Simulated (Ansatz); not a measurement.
# Se on Al(110): change of the work function, part 4 of 5

How does Se on the longbridge site change the work function of Al(110) as the layer fills?

Ansatz 0.2.0; plane-wave DFT, RPBE, Ansatz PAW (the session's first sound run).

So far, work function, upper face (eV): step 2 (the clean slab) 3.92; step 3 (46 atoms, coverage 0.111 ML, cell 3x3) 4.42; step 4 (21 atoms, coverage 0.25 ML, cell 2x2) 4.82.

### Step 5. The covered slab, k-mesh 4×5×1, coverage 0.5 ML

System of this step: Se/Al(110). The cell holds 22 atoms: 20 Al and 2 Se. Its edges and angles: a = 8.100 Å, b = 5.728 Å, c = 25.200 Å, α = 90.0°, β = 90.0°, γ = 90.0°. Vacuum lies along c.

Another coverage, to see how the dipoles act on each other as their distance changes.

File input.yaml:

```yaml
crystal:
  lattice:
    - [8.1, 0.0, 0.0]
    - [0.0, 5.7275649276, 0.0]
    - [0.0, 0.0, 25.20047635]
  atoms:
    - { symbol: Al, position: [0.0, 0.0, 0.3571361063] }
    - { symbol: Al, position: [0.25, 0.25, 0.4139561128] }
    - { symbol: Al, position: [0.0, 0.0, 0.4704452044] }
    - { symbol: Al, position: [0.25, 0.25, 0.5290770404] }
    - { symbol: Al, position: [0.0, 0.0, 0.5826467911] }
    - { symbol: Al, position: [0.0, 0.5, 0.3571361063] }
    - { symbol: Al, position: [0.25, 0.75, 0.4139561128] }
    - { symbol: Al, position: [0.0, 0.5, 0.4704452044] }
    - { symbol: Al, position: [0.25, 0.75, 0.5290770404] }
    - { symbol: Al, position: [0.0, 0.5, 0.5826467911] }
    - { symbol: Al, position: [0.5, 0.0, 0.3571361063] }
    - { symbol: Al, position: [0.75, 0.25, 0.4139561128] }
    - { symbol: Al, position: [0.5, 0.0, 0.4704452044] }
    - { symbol: Al, position: [0.75, 0.25, 0.5290770404] }
    - { symbol: Al, position: [0.5, 0.0, 0.5826467911] }
    - { symbol: Al, position: [0.5, 0.5, 0.3571361063] }
    - { symbol: Al, position: [0.75, 0.75, 0.4139561128] }
    - { symbol: Al, position: [0.5, 0.5, 0.4704452044] }
    - { symbol: Al, position: [0.75, 0.75, 0.5290770404] }
    - { symbol: Al, position: [0.5, 0.5, 0.5826467911] }
    - { symbol: Se, position: [0.25, 0.0, 0.6428638937] }
    - { symbol: Se, position: [0.75, 0.5, 0.6428638937] }
kpoints:
  mp_grid: { grid: [4, 5, 1] }
hamiltonian:
  xc: rpbe
scf:
  occupations: { method: fermi_dirac, width: 0.1 }
  convergence: { dr2_threshold: 1.0e-08 }
efield:
  axis: 3
  dipole_correction: true
  ramp_position: 0.97
  ramp_width: 0.06
relax:
  f_tol: 0.02
  max_steps: 60
  constraints: [{ sites: [0, 1, 5, 6, 10, 11, 15, 16] }]
output:
  bader: true
  dos: { projected: true, e_range: [-8, 4] }
  write_potential: true
  write_density: true
  volumetric_format: npy
```

On the command line:

```bash
ansatz run input.yaml --threads 4 --pin off --max-ram 6144MiB --backend cpu --events-out ev --progress --plain --runs-dir out
```

What it wrote:

```text
[...]
Crystal: 22 atoms, lattice volume = 1169.133 Å³
Basis set: ecut = 420 eV, 22917 PW (Γ), exchange–correlation on 120×80×360 points (8 copies of the dense FFT grid, shifted against one another)
Bands: 68, of which v1, the nominal top of the filled ones, is band 46 counted from 1 (45 counted from 0)
Symmetry: 8 space group operations
[...]
2     Al     -0.0356     0.0000
     3     Al     -0.0293     0.0008
     4     Al      0.6434     0.0009
     5     Al      0.0305     0.0000
     6     Al     -0.0044     0.0000
     7     Al     -0.0357     0.0000
[...]
18     Al     -0.0293     0.0008
    19     Al      0.6434     0.0009
    20     Se     -1.2094     0.0001
    21     Se     -1.2094     0.0001
  estimated error of the sums over rays = 3.4e-4 e
[key lines of the parts left out:]
SCF converged after 6 iterations
Free energy (F): -21756.536755 eV
Fermi energy:    -0.490394 eV
Dipole field:    D = -0.050694 V/Å  (p = -0.327536 e·Å, saw-weighted, corrected)
Work function:   Φ+ = 5.3290 eV   Φ− = 4.0515 eV
```

The job ended after 2.2 min (4 threads of Arm Neoverse V2, shared host; peak memory 2.3 GiB).

Relaxation path:

```
step  energy less that of the first step (eV)  largest force component (eV/Å)
   1                                   0.0000                          0.4595
   2                                  -0.2985                          0.3276
   3                                  -0.5033                          0.0913
   4                                  -0.5586                          0.0940
   5                                  -0.5566                          0.1751
   6                                  -0.5605                          0.0046
```

Relaxation step 5 was tried and not accepted.

The run keeps the 8 symmetry operations that the program found, so distortions that break them were not tested.

The atoms that moved most (Å):

```
atom      dx      dy      dz  length
Se21   0.000   0.000   0.583   0.583
Se22   0.000   0.000   0.583   0.583
 Al5   0.368   0.000   0.304   0.477
Al10  -0.368   0.000   0.304   0.477
Al15  -0.368   0.000   0.304   0.477
Al20   0.368   0.000   0.304   0.477
 Al9   0.000  -0.073  -0.021   0.076
 Al4   0.000   0.073  -0.021   0.076
```

Final coordinates:

```cif
data_structure
_symmetry_space_group_name_H-M 'P 1'
_symmetry_Int_Tables_number 1
_cell_length_a 8.1000
_cell_length_b 5.7276
_cell_length_c 25.2005
_cell_angle_alpha 90.000
_cell_angle_beta 90.000
_cell_angle_gamma 90.000
_cell_volume 1169.13
loop_
_atom_site_label
_atom_site_type_symbol
_atom_site_fract_x
_atom_site_fract_y
_atom_site_fract_z
_atom_site_occupancy
Al1 Al 0.00000 0.00000 0.35714 1
Al2 Al 0.25000 0.25000 0.41396 1
Al3 Al 0.00644 0.00000 0.47233 1
Al4 Al 0.25000 0.26271 0.52823 1
Al5 Al 0.04544 0.00000 0.59470 1
Al6 Al 0.00000 0.50000 0.35714 1
Al7 Al 0.25000 0.75000 0.41396 1
Al8 Al 0.99356 0.50000 0.47233 1
Al9 Al 0.25000 0.73729 0.52823 1
Al10 Al 0.95456 0.50000 0.59470 1
Al11 Al 0.50000 0.00000 0.35714 1
Al12 Al 0.75000 0.25000 0.41396 1
Al13 Al 0.49356 0.00000 0.47233 1
Al14 Al 0.75000 0.23729 0.52823 1
Al15 Al 0.45456 0.00000 0.59470 1
Al16 Al 0.50000 0.50000 0.35714 1
Al17 Al 0.75000 0.75000 0.41396 1
Al18 Al 0.50644 0.50000 0.47233 1
Al19 Al 0.75000 0.76271 0.52823 1
Al20 Al 0.54544 0.50000 0.59470 1
Se21 Se 0.25000 0.00000 0.66601 1
Se22 Se 0.75000 0.50000 0.66601 1
```

The density of states has structure finer than the step of the table below, so its rows give means over 0.25 eV. Peaks (eV: height): -3.670: 34.6, -3.610: 21.6, -2.020: 23.9, -1.230: 22.1, -0.840: 25.4, -0.600: 18.1, 0.360: 29.6.

Table of density of states by energy, zero at the Fermi level; means over each step:

```
energy (eV)  density of states (states/eV a cell)
      -7.75                                  3.57
      -7.50                                  5.27
      -7.25                                  3.50
      -7.00                                  3.50
      -6.75                                  3.35
      -6.50                                  5.01
      -6.25                                  6.09
      -6.00                                  5.05
      -5.75                                  6.68
      -5.50                                  5.95
      -5.25                                  9.61
      -5.00                                  6.19
      -4.75                                  6.57
      -4.50                                  3.83
      -4.25                                  8.06
      -4.00                                  6.21
      -3.75                                  11.2
      -3.50                                  8.81
      -3.25                                  9.24
      -3.00                                  10.6
      -2.75                                  8.48
      -2.50                                  11.8
      -2.25                                  9.27
      -2.00                                  10.9
      -1.75                                  11.1
      -1.50                                  6.54
      -1.25                                  12.9
      -1.00                                  13.2
      -0.75                                  15.6
      -0.50                                  9.72
      -0.25                                  8.25
       0.00                                  6.26
       0.25                                  8.23
       0.50                                  10.7
       0.75                                  10.7
       1.00                                  10.5
       1.25                                  12.6
       1.50                                  8.29
       1.75                                  14.3
```

The relaxation took 6 steps and lowered the energy by 0.56 eV; the largest force on the free atoms ends at 0.0046 eV/Å.

The covered face has 5.33 eV, +1.41 eV against the clean one; the bare back face has moved by +0.14 eV, a measure of how thin the slab is.

### Step 6. Adsorbate added, k-mesh 8×10×1, coverage 1 ML

System of this step: Se/Al(110). The cell holds 6 atoms: 5 Al and 1 Se. Cell: a = 4.050 Å, b = 2.864 Å, c = 25.200 Å, α = 90.0°, β = 90.0°, γ = 90.0°. Vacuum lies along c.

Another coverage, to see how the dipoles act on each other as their distance changes.

input.yaml, the sections that differ from step 5:

```yaml
crystal:
  lattice:
    - [4.05, 0.0, 0.0]
    - [0.0, 2.8637824638, 0.0]
    - [0.0, 0.0, 25.20047635]
  atoms:
    - { symbol: Al, position: [0.0, 0.0, 0.3571361063] }
    - { symbol: Al, position: [0.5, 0.5, 0.4139561128] }
    - { symbol: Al, position: [0.0, 0.0, 0.4704452044] }
    - { symbol: Al, position: [0.5, 0.5, 0.5290770404] }
    - { symbol: Al, position: [0.0, 0.0, 0.5826467911] }
    - { symbol: Se, position: [0.5, 0.0, 0.6428638937] }
kpoints:
  mp_grid: { grid: [8, 10, 1] }
relax:
  f_tol: 0.02
  max_steps: 60
  constraints: [{ sites: [0, 1] }]
output:
  bader: true
  write_potential: true
  write_density: true
  volumetric_format: npy
# hamiltonian, scf, efield: as in step 5
```

What it wrote:

```text
[...]
Crystal: 6 atoms, lattice volume = 292.283 Å³
Basis set: ecut = 420 eV, 5737 PW (Γ), exchange–correlation on 60×40×360 points (8 copies of the dense FFT grid, shifted against one another)
Bands: 22, of which v1, the nominal top of the filled ones, is band 16 counted from 1 (15 counted from 0)
Symmetry: 4 space group operations
[...]
- { symbol: Al, position: [0.0, 0.0, 0.595317] }
    - { symbol: Se, position: [0.5, 0.0, 0.659707] }
--- Bader charges: 6 sites ---
  site symbol  charge [e]  shift [e]
     0     Al      0.0060     0.0000
     1     Al     -0.0029     0.0000
     2     Al     -0.0179     0.0000
     3     Al      0.0653     0.0000
     4     Al      0.7924     0.0005
     5     Se     -0.8428     0.0005
  estimated error of the sums over rays = 4.2e-4 e
[key lines of the parts left out:]
SCF converged after 5 iterations
Free energy (F): -8177.108616 eV
Fermi energy:    0.121422 eV
Dipole field:    D = -0.039489 V/Å  (p = -0.063785 e·Å, saw-weighted, corrected)
Work function:   Φ+ = 5.0963 eV   Φ− = 4.1012 eV
```

Elapsed: 26 s, on 4 threads; peak memory 0.64 GiB; 1.7 min of CPU time.

Step by step:

```
step  energy less that of the first step (eV)  largest force component (eV/Å)
   1                                   0.0000                          0.9938
   2                                  -0.1347                          0.3223
   3                                  -0.1795                          0.1621
   4                                  -0.1827                          0.0312
   5                                  -0.1829                          0.0018
```

Forces are held to the 4 operations that the program found; a distortion that breaks them can't arise in this run.

The atoms that moved most (Å):

```
atom     dx     dy     dz  length
 Se6  0.000  0.000  0.424   0.424
 Al5  0.000  0.000  0.319   0.319
 Al3  0.000  0.000  0.046   0.046
```

Final coordinates:

```xyz
6
Lattice="4.0500 0.0000 0.0000 0.0000 2.8638 0.0000 0.0000 0.0000 25.2005" Properties=species:S:1:pos:R:3
Al    0.0000    0.0000    9.0000
Al    2.0250    1.4319   10.4319
Al    0.0000    0.0000   11.9017
Al    2.0250    1.4319   13.3378
Al    0.0000    0.0000   15.0023
Se    2.0250    0.0000   16.6249
```

The relaxation took 5 steps and lowered the energy by 0.18 eV; the largest force on the free atoms ends at 0.0018 eV/Å.

The covered face has 5.10 eV, +1.18 eV against the clean one; the bare back face has moved by +0.19 eV, a measure of how thin the slab is.

### Step 7. Work function against coverage

This step: plane-wave DFT, RPBE, Ansatz PAW; work function against coverage (Ansatz 0.2.0).

The runs are now put side by side.

This step gave:

```yaml
work_function_of_the_clean_face: 3.917 eV
largest_change_of_the_work_function: 1.412 eV
```

Table of work function of the covered face by coverage:

```
coverage (adsorbates/nm²)  work function of the covered face (eV)
                     0.00                                    3.92
                     0.96                                    4.42
                     2.16                                    4.82
                     4.31                                    5.33
                     8.62                                    5.10
```

The dipole per adsorbate comes from the change of the cell's dipole. Coverage, by row:

```
coverage (1/nm²)  coverage (ML)  work function (eV)  change (eV)  dipole per adsorbate, positive end outwards (debye)  mean height of the added atoms over the highest substrate atom (Å)
          0.9579         0.1111               4.416       0.4989                                               -1.248                                                               1.831
           2.155           0.25               4.823        0.906                                               -1.053                                                               1.827
           4.311            0.5               5.329        1.412                                               -0.786                                                               1.797
           8.622              1               5.096        1.179                                               -0.306                                                               1.623
```

### Step 8. Another level of theory, cutoff 1170.09 eV, functional PBE

This step: plane-wave DFT, PBE, norm-conserving (Ansatz 0.2.0).

System of this step: Se/Al(110). The cell holds 21 atoms: 20 Al and 1 Se. Its edges and angles: a = 8.100 Å, b = 5.728 Å, c = 25.200 Å, α = 90.0°, β = 90.0°, γ = 90.0°. Vacuum lies along c.

The geometry is kept and the functional is PBE; other changes against the main runs: norm-conserving files and cutoff 420 → 1170.09.

File input.yaml:

```yaml
crystal:
  lattice:
    - [8.1, 0.0, 0.0]
    - [0.0, 5.7275649276, 0.0]
    - [0.0, 0.0, 25.20047635]
  atoms:
    - { symbol: Al, position: [0.0, 0.0, 0.3571361063] }
    - { symbol: Al, position: [0.25, 0.25, 0.4139561128] }
    - { symbol: Al, position: [-0.0066065229, 0.0, 0.4726699533] }
    - { symbol: Al, position: [0.25, 0.251541852, 0.5242320487] }
    - { symbol: Al, position: [0.0509121472, 0.0, 0.5958765661] }
    - { symbol: Al, position: [0.0, 0.5, 0.3571361063] }
    - { symbol: Al, position: [0.25, 0.75, 0.4139561128] }
    - { symbol: Al, position: [-0.0107221592, 0.5, 0.4710156891] }
    - { symbol: Al, position: [0.25, 0.748458148, 0.5242320487] }
    - { symbol: Al, position: [0.0081657869, 0.5, 0.5818353559] }
    - { symbol: Al, position: [0.5, 0.0, 0.3571361063] }
    - { symbol: Al, position: [0.75, 0.25, 0.4139561128] }
    - { symbol: Al, position: [0.5066065229, 0.0, 0.4726699533] }
    - { symbol: Al, position: [0.75, 0.239665596, 0.5370199722] }
    - { symbol: Al, position: [0.4490878528, 0.0, 0.5958765661] }
    - { symbol: Al, position: [0.5, 0.5, 0.3571361063] }
    - { symbol: Al, position: [0.75, 0.75, 0.4139561128] }
    - { symbol: Al, position: [0.5107221592, 0.5, 0.4710156891] }
    - { symbol: Al, position: [0.75, 0.760334404, 0.5370199722] }
    - { symbol: Al, position: [0.4918342131, 0.5, 0.5818353559] }
    - { symbol: Se, position: [0.25, 0.0, 0.6683862628] }
kpoints:
  mp_grid: { grid: [4, 5, 1] }
hamiltonian:
  xc: pbe
  pseudopotentials: { kind: nc }
scf:
  occupations: { method: fermi_dirac, width: 0.1 }
  convergence: { dr2_threshold: 1.0e-08 }
efield:
  axis: 3
  dipole_correction: true
  ramp_position: 0.97
  ramp_width: 0.06
output:
  write_potential: true
  write_density: true
  volumetric_format: npy
```

What it wrote:

```text
[...]
Crystal: 21 atoms, lattice volume = 1169.133 Å³
Basis set: ecut = 1170.089609 eV, 106139 PW (Γ)
Bands: 59, of which v1, the nominal top of the filled ones, is band 38 counted from 1 (37 counted from 0)
Symmetry: 4 space group operations
[...]
k-points: 9 of 20
[...]
SCF iter   1: F=—  HF=-6643.596710 eV  |F-HF|=—  |Δ(HF+E_count)|=         —  Δρ=1.61e-2  dr2=1.95e1  ethr=3.10e-3  p=-0.000 e·Å  D=-1.00e-9 V/Å  ΔV_dip=0.00 eV  dr2_dipole=5.32e-1  V_vac-E_F(+/−)=6.24/6.24 eV  ⟨swp⟩=10.7  Hψ=3255  notcnv=0  defer=4
[...]
SCF iter   8: F=-6640.505039 eV  HF=-6640.505039 eV  |F-HF|=8.67e-10  |Δ(HF+E_count)|=  5.64e-10  Δρ=3.43e-7  dr2=1.78e-9  ethr=1.32e-11  p=-0.222 e·Å  D=-3.44e-2 V/Å  ΔV_dip=0.87 eV  dr2_dipole=1.07e-10  V_vac-E_F(+/−)=4.91/4.04 eV  ⟨swp⟩=21.8  Hψ=2681  notcnv=0
SCF 1 converged in 8 iterations: F = -6640.505039 eV  dr2 = 1.78e-9
WARN: The input density's exchange-correlation potential varies sharply where the density is thin. Do not read a vacuum level from v_tot or v_xc, or from such a field of the output density. On a cell that repeats whose density bears no net charge and no dipole along the vacuum's axis use v_es (v_loc + v_h of the components); under efield.dipole_correction with no amplitude use v_es + v_field, which holds any external [...]
SCF converged after 8 iterations
Free energy (F): -6640.505039 eV
[...]
Internal energy: -6640.234539 eV  (E = F + TS)
E sigma→0 (E₀):  -6640.369789 eV
Entropy (-TS):   -0.270500 eV (-12.881 meV/atom)
Fermi energy:    -0.608098 eV
Dipole field:    D = -0.034402 V/Å  (p = -0.222269 e·Å, saw-weighted, corrected)
Work function:   Φ+ = 4.9100 eV   Φ− = 4.0431 eV
[...]
--- Band table (eV; the first three rows and the last of 9) ---
  k-point 0: bands = [... 34 lower, -1.6152, -1.5798, -1.3195, -1.2278, -1.0969, -0.4247, -0.1545, 0.0230, ... 17 higher]
  k-point 1: bands = [... 34 lower, -1.2336, -1.1764, -1.0511, -0.9706, -0.7636, -0.5395, -0.4707, -0.2062, ... 17 higher]
  k-point 2: bands = [... 34 lower, -0.7859, -0.6724, -0.5799, -0.4177, -0.4024, -0.2209, 0.1032, 0.1511, ... 17 higher]
  k-point 8: bands = [... 34 lower, -1.4949, -1.1234, -1.0900, -0.6096, -0.3564, -0.1717, -0.0594, 0.2528, ... 17 higher]
```

Elapsed: 80 s, on 4 threads; peak memory 4.4 GiB; 5.2 min of CPU time.

Numbers from this step:

| Property | Result |
| --- | --- |
| energy at zero smearing | -6640.3698 eV |
| work function, upper face | 4.910 eV |
| work function, lower face | 4.043 eV |
| dipole along the normal | -0.2223 e·Å |
| step between the vacuum levels | 0.8669 eV |

The work function comes to 4.91 eV, +0.09 eV from the first level.

### Step 9. Another level of theory, cutoff 420 eV, functional PBE

This step: plane-wave DFT, PBE, Ansatz PAW (Ansatz 0.2.0).

The geometry is kept and the functional is PBE.

input.yaml, as its differences from that of step 8:

```diff
@@ -31,3 +31,2 @@
   xc: pbe
-  pseudopotentials: { kind: nc }
 scf:
```

What it wrote:

```text
[...]
Crystal: 21 atoms, lattice volume = 1169.133 Å³
Basis set: ecut = 420 eV, 22917 PW (Γ)
Bands: 59, of which v1, the nominal top of the filled ones, is band 38 counted from 1 (37 counted from 0)
Symmetry: 4 space group operations
[...]
k-points: 9 of 20
[...]
SCF iter   1: F=—  HF=-16214.911245 eV  |F-HF|=—  |Δ(HF+E_count)|=         —  Δρ=1.37e-3  dr2=1.40e-1  ethr=1.77e-3  p=-0.268 e·Å  D=-4.15e-2 V/Å  ΔV_dip=1.05 eV  dr2_dipole=5.20e-2  V_vac-E_F(+/−)=4.98/3.94 eV  ⟨swp⟩=9.3  Hψ=3018  notcnv=0  defer=4
[...]
SCF iter   8: F=-16214.906324 eV  HF=-16214.906324 eV  |F-HF|=2.94e-9  |Δ(HF+E_count)|=   5.54e-8  Δρ=3.65e-7  dr2=3.39e-9  ethr=1.32e-11  p=-0.220 e·Å  D=-3.41e-2 V/Å  ΔV_dip=0.86 eV  dr2_dipole=4.52e-10  V_vac-E_F(+/−)=4.90/4.04 eV  ⟨swp⟩=17.8  Hψ=2236  notcnv=0
SCF 1 converged in 8 iterations: F = -16214.906324 eV  dr2 = 3.39e-9
[...]
SCF converged after 8 iterations
Free energy (F): -16214.906324 eV
[...]
Internal energy: -16214.635304 eV  (E = F + TS)
E sigma→0 (E₀):  -16214.770814 eV
Entropy (-TS):   -0.271020 eV (-12.906 meV/atom)
Fermi energy:    -0.610681 eV
Dipole field:    D = -0.034088 V/Å  (p = -0.220243 e·Å, saw-weighted, corrected)
Work function:   Φ+ = 4.8979 eV   Φ− = 4.0389 eV
[...]
--- Band table (eV; the first three rows and the last of 9) ---
  k-point 0: bands = [... 34 lower, -1.6171, -1.5851, -1.3233, -1.2308, -1.1003, -0.4268, -0.1505, 0.0204, ... 17 higher]
  k-point 1: bands = [... 34 lower, -1.2385, -1.1786, -1.0545, -0.9739, -0.7655, -0.5421, -0.4723, -0.2110, ... 17 higher]
  k-point 2: bands = [... 34 lower, -0.7880, -0.6759, -0.5843, -0.4218, -0.4071, -0.2244, 0.1043, 0.1472, ... 17 higher]
  k-point 8: bands = [... 34 lower, -1.4958, -1.1254, -1.0938, -0.6115, -0.3596, -0.1746, -0.0632, 0.2467, ... 17 higher]
```

Elapsed: 20 s, on 4 threads; peak memory 2 GiB; 77 s of CPU time.

Numbers from this step:

```
energy at zero smearing        : -16214.7708 eV
work function, upper face      : 4.898 eV
work function, lower face      : 4.039 eV
dipole along the normal        : -0.2202 e·Å
step between the vacuum levels : 0.8590 eV
```

The work function comes to 4.90 eV, +0.07 eV from the first level.

[end of part 4 of 5]

[Long decimals in the printed logs are rounded to 6 places.]

[Logs are printed without paths, hosts, clocks, repeated set-up lines and the standing remarks that a program may print on its own settings, such as how far it seeks lower states.]

[Hosts, paths, dates, database ids (printed as entryN), source tags and the programs' standing remarks are cut or masked in the printed files.]

[Maps of the electrostatic potential energy from Ansatz leave out the sawtooth potential of an applied field or a dipole correction, so their vacuum need not be flat; planar profiles and work functions include it.]
